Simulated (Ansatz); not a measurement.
Rows from a G0W0 calculation on CdWO4 (P2/c) (Ansatz 0.2.0; G0W0 on LDA, plane waves, PAW; 4×2×4 mesh, 321 empty bands, screening to 96 eV, plasmon pole), in eV. Spin-orbit coupling is left out.

| row | k | band | start | Σx | Σc at the solution | Vxc |
| --- | --- | --- | --- | --- | --- | --- |
| A | (0.000, -0.500, 0.000) | v1 | 8.723 | -27.497 | 4.601 | -22.755 |
| B | (0.000, -0.500, 0.000) | v3 | 8.020 | -26.876 | 4.500 | -22.110 |
| C | (0.000, -0.500, 0.000) | v2 | 8.146 | -25.695 | 4.788 | -20.667 |
| D | (0.000, -0.500, 0.000) | c1 | 11.697 | -15.095 | -4.253 | -20.720 |
| E | (0.000, -0.500, 0.000) | c2 | 12.588 | -14.316 | -4.243 | -19.944 |
| F | (0.000, -0.500, 0.000) | c3 | 12.590 | -16.313 | -4.265 | -22.147 |

Q: Work out each quasiparticle level and how far it moved.

The quasiparticle equation reads E = start + Σx + Σc(E) − Vxc.

| row | E (eV) | shift (eV) |
| --- | --- | --- |
| A | 8.581 | −0.142 |
| B | 7.754 | −0.266 |
| C | 7.907 | −0.240 |
| D | 13.068 | +1.371 |
| E | 13.973 | +1.385 |
| F | 14.159 | +1.569 |

The gap over the computed points goes from 2.97 eV to 4.49 eV.

Limits: not at the basis limit; d shell near the gap, gap tends to lie low; no spin-orbit coupling; coarse k mesh.

[Runs of the session that timed out or met a known fault of the program may be left out.]

[Cells called generated may have been cut or substituted from an entry of the Crystallography Open Database or the Materials Project.]

[Hosts, paths, dates, database ids (printed as entryN), source tags and the programs' standing remarks are cut or masked in the printed files.]
